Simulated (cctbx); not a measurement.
# What resolution and counting buy: EuMgSi2GeAu

Space group Fmmm (no. 69), a = 8.2280 Å, b = 8.3800 Å, c = 14.1200 Å, α = 90.00°, β = 90.00°, γ = 90.00°.

| atom | mult. | x | y | z | Ueq (Å²) |
| --- | --- | --- | --- | --- | --- |
| Au1 | 8 | 0 | 0 | 0.3340 | 0.0041 |
| Eu1 | 8 | 1/2 | 0.7420 | 0 | 0.0043 |
| Ge1 | 8 | 1/2 | 0 | 0.3350 | 0.0057 |
| Si1 | 16 | 0.7469 | 0 | 0.0778 | 0.0082 |
| Mg1 | 8 | 3/4 | 3/4 | 1/4 | 0.0071 |

This is a model crystal, built by substitution and not relaxed, with assumed displacement parameters.

Five simulated data sets (cctbx; Ag Kα, λ = 0.56087 Å; 1.5 % proportional error) differ in resolution or exposure (noise floor 2 counts in the first three, 8 in the last two). Each is refined with the right model, isotropic at 1.1 Å and anisotropic otherwise. How do the figures of merit and the uncertainties move?

| d min (Å) | top counts | ⟨I/σ⟩ (unmerged, absences included) | unique | param. (scale apart) | Rint | R1 | GooF | largest s.u. xyz (fractional) | s.u. U of Mg1 (Å²) | largest error (Å) |
| --- | --- | --- | --- | --- | --- | --- | --- | --- | --- | --- |
| 1.1 | 5000 | 3.8 | 119 | 10 | 0.029 | 0.0127 | 0.85 | 0.00041 | 0.0017 | 0.0081 |
| 0.84 | 5000 | 3.1 | 245 | 21 | 0.028 | 0.0135 | 0.87 | 0.00028 | 0.0020 | 0.0027 |
| 0.6 | 5000 | 2.6 | 651 | 21 | 0.038 | 0.0182 | 0.96 | 0.00019 | 0.0012 | 0.0011 |
| 0.75 | 300 | 0.4 | 342 | 21 | 0.266 | 0.0654 | 0.92 | 0.00353 | 0.0258 | 0.0204 |
| 0.75 | 3000 | 2.0 | 342 | 21 | 0.050 | 0.0215 | 0.93 | 0.00052 | 0.0029 | 0.0035 |

The number of reflections grows roughly as 1/d³: 119, 245 and 651 here. R1 follows the noise rather than the truth: at 300 counts it is 0.0654, at 3000 counts 0.0215, while GooF is 0.92 and 0.93: the weights 1/σ² carry the noise. The s.u. of U (U11 where anisotropic) for Mg1 goes 0.0017, 0.0020, 0.0012 Å² with resolution and 0.0258, 0.0029 Å² with exposure.

Hardware for the 0.6 Å refinement: 0.46 s on 1 thread of Arm Neoverse V2, with other jobs on the host, peak memory 0.09 GiB.
